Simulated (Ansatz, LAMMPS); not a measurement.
**Molecular dynamics of liquid 1,3,5-triphenylbenzene at 473 K (126 atoms)**

Wanted: a short trajectory of liquid 1,3,5-triphenylbenzene at 473 K (126 atoms) with its pair distributions.

Main program and level: Ansatz 0.2.0; Kohn-Sham DFT, PBE+D3(BJ), PAW (set soft_2), plane waves.

**What experiment says.** Mo K-alpha wide-angle X-ray scattering in transmission on the liquid in a heated cell, with the C-H distance assigned from a maximum of the differential radial distribution function (“X-ray diffraction study of structure and molecular correlations in   liquid 1,3,5triphenylbenzene at 473 K”, 2019, arxiv:1908.02165): nearest C–H distance 1.1 Å at 473 K; nearest C–C distance 1.38 Å at 473 K.

## Step 1: The starting structure

The cell holds 126 atoms: 72 C and 54 H. Cell: a = 11.401 Å, b = 11.401 Å, c = 11.401 Å, α = 90.0°, β = 90.0°, γ = 90.0°. 3 1,3,5-triphenylbenzene placed at random, at 1.03 g/cm³; overlaps pushed apart, then 10 ps at 573 K with MMFF94 bonds, angles, torsions, charges and radii (Halgren, J. Comput. Chem. 17, 490 (1996)) in harmonic and 12-6 forms. Snapshot after 20 ps at 473 K and fixed volume.

Limits known from the start: The network of contacts between molecules at the start is that of the classical potential that made the cell. The density was typed from a rule of thumb and may lie off the real one at this temperature. Sampling is at Γ alone, for a cell whose shortest periodic width is 11 Å.

## Step 2: Single point at the start

The forces at the start show how far the geometry lies from a minimum of this functional.

The input, input.yaml:

```yaml
crystal:
  lattice:
    - [11.40104, 0.0, 0.0]
    - [0.0, 11.40104, 0.0]
    - [0.0, 0.0, 11.40104]
  atoms:
    - { symbol: C, position: [0.97459, 0.31864, 0.01149] }
    - { symbol: C, position: [0.88563, 0.31642, 0.10159] }
    - { symbol: C, position: [0.81571, 0.40964, 0.12431] }
    - { symbol: C, position: [0.81681, 0.50394, 0.05938] }
    [... 116 atom lines left out ...]
    - { symbol: H, position: [0.54216, 0.8897, 0.20587] }
    - { symbol: H, position: [0.64118, 0.05585, 0.19739] }
    - { symbol: H, position: [0.79765, 0.1108, 0.31404] }
    - { symbol: H, position: [0.86779, 0.97384, 0.47566] }
    - { symbol: H, position: [0.75756, 0.78232, 0.49508] }
    - { symbol: H, position: [0.70472, 0.605, 0.44716] }
kpoints:
  mp_grid: { grid: [1, 1, 1] }
hamiltonian:
  xc: pbe
  dispersion: d3bj
scf:
  occupations: { method: fixed }
output:
  forces: true
```

On the command line:

```console
ansatz run input.yaml --threads 4 --pin off --max-ram 8192MiB --backend cpu --events-out ev --progress --plain --runs-dir out
```

Wall time 6.2 s (4 threads of Arm Neoverse V2, shared host); peak memory 1.4 GiB.

Read from the output:

| Property | Result |
| --- | --- |
| free energy | -18925.5220 eV |
| free energy per atom | -150.2026 eV/atom |
| SCF cycles | 9 |
| r.m.s. force component | 1.385 eV/Å |
| longest force | 5.555 eV/Å |
| Fermi energy | -0.1656 eV |

The r.m.s. force component of 1.4 eV/Å sets the starting point.

Length of the force by element:

```csv
element,coordination,atoms,mean length of the force (eV/Å),spread,least,most
C,all,72,2.61,1.29,0.205,5.55
H,all,54,1.17,0.865,0.245,5.16
```

## Step 3: Dynamics at 473 K

A Nosé–Hoover thermostat steers the temperature while disturbing the dynamics little. The time step is 0.5 fs, short enough for the stretching of bonds to hydrogen.

input.yaml: that of step 2 with these lines changed.

```diff
@@ -16 +16,8 @@
   forces: true
+md:
+  timestep: 0.5
+  n_steps: 432
+  ensemble: nvt_nose_hoover
+  temperature: 473
+  initial_velocities: maxwell_boltzmann
+  seed: 6969
```

Elapsed: 29 min, on 4 threads; peak memory 1.4 GiB; 1.8 h of CPU time.

The program notes that it switched symmetry off.

Rows from the run:

```csv
time (fs),T (K),potential (meV/atom),conserved (meV/atom)
0.0,473,0.0,0.00
14.5,492,-2.4,-0.03
29.0,525,-7.0,-0.03
43.0,524,-7.2,-0.04
57.5,446,2.4,-0.04
72.0,432,3.7,0.00
86.5,460,-0.4,-0.06
101.0,469,-2.1,-0.03
115.0,490,-5.4,-0.03
129.5,456,-2.0,-0.04
144.0,496,-8.1,-0.03
158.5,465,-5.5,-0.04
173.0,442,-4.2,-0.06
187.0,421,-3.2,-0.06
201.5,427,-5.6,-0.06
216.0,439,-8.7,-0.09
```

Mean square displacement from the first frame to the last: C 0.30 Å², H 0.70 Å².

Table of mean square displacement by time lag:

```csv
time lag (fs),C (Å²),H (Å²)
0.5,2.5e-5,3.0e-4
4.5,0.00191,0.0198
9.0,0.00637,0.0542
13.5,0.0113,0.0899
18.0,0.0155,0.107
22.5,0.0192,0.103
27.0,0.0233,0.0994
31.5,0.0279,0.0955
36.0,0.0326,0.108
40.5,0.0372,0.126
45.0,0.0422,0.144
49.5,0.0478,0.165
54.0,0.0535,0.177
58.5,0.0591,0.195
63.0,0.0648,0.208
67.5,0.0711,0.223
72.0,0.0782,0.238
76.5,0.0856,0.247
81.0,0.0924,0.260
85.5,0.0984,0.271
90.0,0.104,0.290
94.5,0.109,0.313
99.0,0.115,0.335
103.5,0.121,0.356
108.0,0.128,0.367
```

The drift taken off is the plain mean over atoms, not the centre of mass, so with hydrogen in the cell the heavy atoms' values at short lags are too large.

Over the second half of 216 fs the temperature averages 464 K with swings of 28 K r.m.s. The conserved energy stays within 0.09 meV/atom. From first frame to last H has the largest mean square displacement, 0.70 Å² at the end; the farthest move is 1.83 Å. The run spans 0.22 ps, too short for its means to be equilibrium values.

## Step 4: Local order late in the run

The g(r) is a mean over the second half; what follows it is taken at the last frame.

Bonds before and after, by the cutoffs listed below:

```csv
pair,bonds before,bonds after,mean before (Å),mean after (Å),spread before (Å),spread after (Å)
C-C,81,81,1.398,1.424,0.046,0.040
C-H,54,54,1.087,1.092,0.036,0.035
```

Density 1.03 g/cm³, 11.76 Å³ an atom.

Mean of 14 frames. Pair distribution functions g(r), in bins of 0.2 Å:

```csv
r (Å),total,C-C,C-H,H-H
0.90,0.01,0.00,0.02,0.00
1.10,3.33,0.00,6.79,0.00
1.30,1.36,4.12,0.04,0.00
1.50,1.69,5.14,0.00,0.03
1.70,0.01,0.00,0.00,0.06
1.90,0.06,0.00,0.03,0.23
2.10,1.35,0.00,2.50,0.73
2.30,1.05,0.87,1.00,1.50
2.50,1.58,3.11,0.34,2.17
2.70,0.84,0.59,0.86,1.25
2.90,0.78,0.74,0.82,0.74
3.10,0.51,0.24,0.63,0.68
3.30,0.79,0.13,1.30,0.60
3.50,0.94,0.36,1.44,0.64
3.70,0.93,1.13,0.86,0.75
3.90,1.22,1.05,1.50,0.80
4.10,0.95,0.69,1.08,1.04
4.30,1.15,1.18,0.87,1.82
4.50,1.01,1.01,0.93,1.25
4.70,0.99,0.86,1.09,0.93
4.90,1.14,1.25,1.12,1.00
5.10,1.08,1.24,1.05,0.88
5.30,0.96,1.13,0.89,0.83
5.50,0.92,1.06,0.86,0.82
```

Bonds by pair of elements; cutoffs follow the first minimum of g(r), held within bounds set by covalent radii, and pairs that aren't listed don't count as bonded:

```csv
pair A-B,cutoff (Å),bonds,mean length (Å),spread (Å),shortest (Å),B about A,A about B
C-C,1.85,81,1.42,0.04,1.34,2.25,2.25
C-H,1.34,54,1.09,0.035,1.01,0.75,1
```

How many atoms have how many bonded neighbours:

```csv
element,mean,1,3
C,3,0,72
H,1,54,0
```

Bond angles (no mean is given where the spread exceeds 20°):

```csv
angle,count,mean (°),spread (°)
C-C-H,108,119,5.4
C-C-C,108,120,3.3
```

Rings of the network by King's shortest-path rule, up to 12 atoms, one path for each pair of neighbours; H, halogens, alkali and alkaline-earth atoms are left out, and the last column divides by all other atoms, bonded or not:

```csv
ring size (atoms),rings,per network atom
6,12,0.167
```

For some of the pairs, g(r) has its first main peak near 1.4 Å (C-C), 1.1 Å (C-H) and 2.5 Å (H-H). Counting bonds as in the table, all C atoms have 3 and all H atoms have 1 bonded neighbour. The C-C-H angle averages 119° with a spread of 5°. All rings counted have 6 atoms.

## Step 5: Single point at the last frame

The last frame is solved once more, with the analyses that the dynamics left out.

The input, input.yaml:

```yaml
crystal:
  lattice:
    - [11.40104, 0.0, 0.0]
    - [0.0, 11.40104, 0.0]
    - [0.0, 0.0, 11.40104]
  atoms:
    - { symbol: C, position: [0.97024, 0.28835, 0.00114] }
    - { symbol: C, position: [0.89488, 0.26598, 0.0985] }
    - { symbol: C, position: [0.81795, 0.35203, 0.15113] }
    - { symbol: C, position: [0.8167, 0.46405, 0.09535] }
    [... 116 atom lines left out ...]
    - { symbol: H, position: [0.57862, 0.86685, 0.14793] }
    - { symbol: H, position: [0.6831, 0.05304, 0.12853] }
    - { symbol: H, position: [0.7846, 0.14569, 0.28098] }
    - { symbol: H, position: [0.78127, 0.04401, 0.5011] }
    - { symbol: H, position: [0.67761, 0.83314, 0.49764] }
    - { symbol: H, position: [0.70839, 0.64486, 0.43768] }
kpoints:
  mp_grid: { grid: [1, 1, 1] }
hamiltonian:
  xc: pbe
  dispersion: d3bj
scf:
  occupations: { method: fixed }
output:
  forces: true
  stress: true
  populations: true
  dos:
    method: { smearing: { sigma: 0.08 } }
    de: 0.1
    projected: { site_lists: { C: [C], H: [H] } }
  eigenvalues: true
  write_density: true
  write_potential: true
  volumetric_format: npy
```

Elapsed: 14 s, on 4 threads; peak memory 1.5 GiB.

The program notes that the exchange-correlation potential is rough where the density is thin.

Numbers from this run:

```
free energy                                      : -18926.6240 eV
free energy per atom                             : -150.2113 eV/atom
SCF cycles                                       : 9
pressure                                         : -2.357 GPa
r.m.s. force component                           : 1.057 eV/Å
longest force                                    : 4.517 eV/Å
Fermi energy                                     : -0.2476 eV
gap (highest filled to lowest empty level) : 3.134 eV
spilling of the projection                       : 0.01191
```

Length of the force by element:

```csv
element,coordination,atoms,mean length of the force (eV/Å),spread,least,most
C,all,72,1.94,0.938,0.264,4.52
H,all,54,1.09,0.657,0.127,3.49
```

Löwdin charges by element (they lack the spilled electrons, 0.032 e an atom on average):

```csv
element,coordination,atoms,mean charge (e),spread,least,most
C,all,72,-0.0861,0.0749,-0.155,0.0535
H,all,54,0.190,0.0131,0.144,0.227
```

States in the cell by windows of 1 eV, zero at the Fermi level; the larger projections on atomic orbitals stand beside the total:

```csv
from (eV),to (eV),total,C p,H s,C s
-10,-9,24.6,13.1,3.3,7.9
-9,-8,12.9,7.9,1.7,3.1
-8,-7,13.1,9.0,2.9,0.9
-7,-6,22.6,14.8,4.9,2.5
-6,-5,36.6,27.4,6.0,2.7
-5,-4,32.0,25.1,5.8,0.7
-4,-3,38.5,32.5,5.3,0.4
-3,-2,30.7,23.9,6.4,0.2
-2,-1,17.2,16.8,0.2,0.1
-1,0,29.4,29.1,0.1,0.2
0,1,1.4,1.4,0.0,0.0
1,3,0.0,0.0,0.0,0.0
3,4,26.1,24.2,0.3,0.3
4,5,19.2,15.7,1.2,0.5
```

The curve was stored every 0.100 eV, coarse against its broadening of 0.08 eV, so these counts are rough.

With fixed occupations the program's Fermi level is the highest filled level; weight inside the gap is the broadening of levels at its edges.

Between -17 and -10 eV lie 83 more states.

The levels nearest the highest filled one (over half full), pooled over k-points and spins:

```csv
level less the highest filled one (eV),occupation
-0.377,2
-0.279,2
-0.264,2
-0.177,2
-0.0741,2
0,2
3.13,0
3.20,0
3.22,0
3.35,0
3.48,0
3.60,0
```

Mean Löwdin charges: C -0.09, H +0.19 e (they miss 1.2 % of the electrons, so they add up to more than the cell's charge). The largest share in the top eV of filled states is C p (99 % of the projected weight), and in the lowest eV of empty states C p (98 % of the projected weight).

## Step 6: Results

```json
{
  "mean temperature, second half": "463.6 K",
  "temperature swing, second half": "28.38 K",
  "slope of the conserved energy against time, by least squares": "-0.161 meV/atom/ps",
  "free energy per atom": "-150.2113 eV/atom",
  "pressure": "-2.357 GPa",
  "r.m.s. force component": "1.057 eV/Å",
  "gap (highest filled to lowest empty level)": "3.134 eV",
  "wall time of the 3 DFT runs": "29 min"
}
```

Over the second half of 216 fs the temperature averages 464 K with swings of 28 K r.m.s. The conserved energy stays within 0.09 meV/atom. The run spans 0.22 ps, too short for its means to be equilibrium values. Counting bonds as in the table, all C atoms have 3 and all H atoms have 1 bonded neighbour. Between filled and empty levels lie 3.13 eV (at Γ alone); a semilocal functional tends to put such gaps too low. In a disordered cell it changes from sample to sample and from frame to frame.

What to keep in mind: The network of contacts between molecules at the start is that of the classical potential that made the cell; DFT moved the atoms only locally, and no bond changed. The pressure of -2.4 GPa is that of one thermal frame at a volume set beforehand, without the kinetic term and with the strain of bonds inside molecules.

Calculation beside experiment:

```csv
quantity,measured,this cell,difference,method of the measurement
nearest C–H distance,1.1 Å,1.09 Å,-0.7 %,X-ray diffraction (DRDF maximum)
nearest C–C distance,1.38 Å,1.42 Å,+3.2 %,X-ray diffraction (DRDF maximum)
```

The cell differs from the measured distances by up to 3.2 %. Distances of this cell are positions of the first main peak of g(r), or bond means where the peak is narrow; means over all bonds within a cutoff lie farther out for broad shells. The network comes from the model that made the cell; DFT moved the atoms only locally, and no bond changed.

[Logs are printed without paths, hosts, clocks, repeated set-up lines and the standing remarks that a program may print on its own settings, such as how far it seeks lower states.]

[Hosts, paths, dates, database ids (printed as entryN), source tags and the programs' standing remarks are cut or masked in the printed files.]

[The MMFF94 radii named for the starting cell were scaled by 0.96; in molecules described by MMFF94, hydrogen bound to N, O or S took a small fixed 12-6 site in their place.]
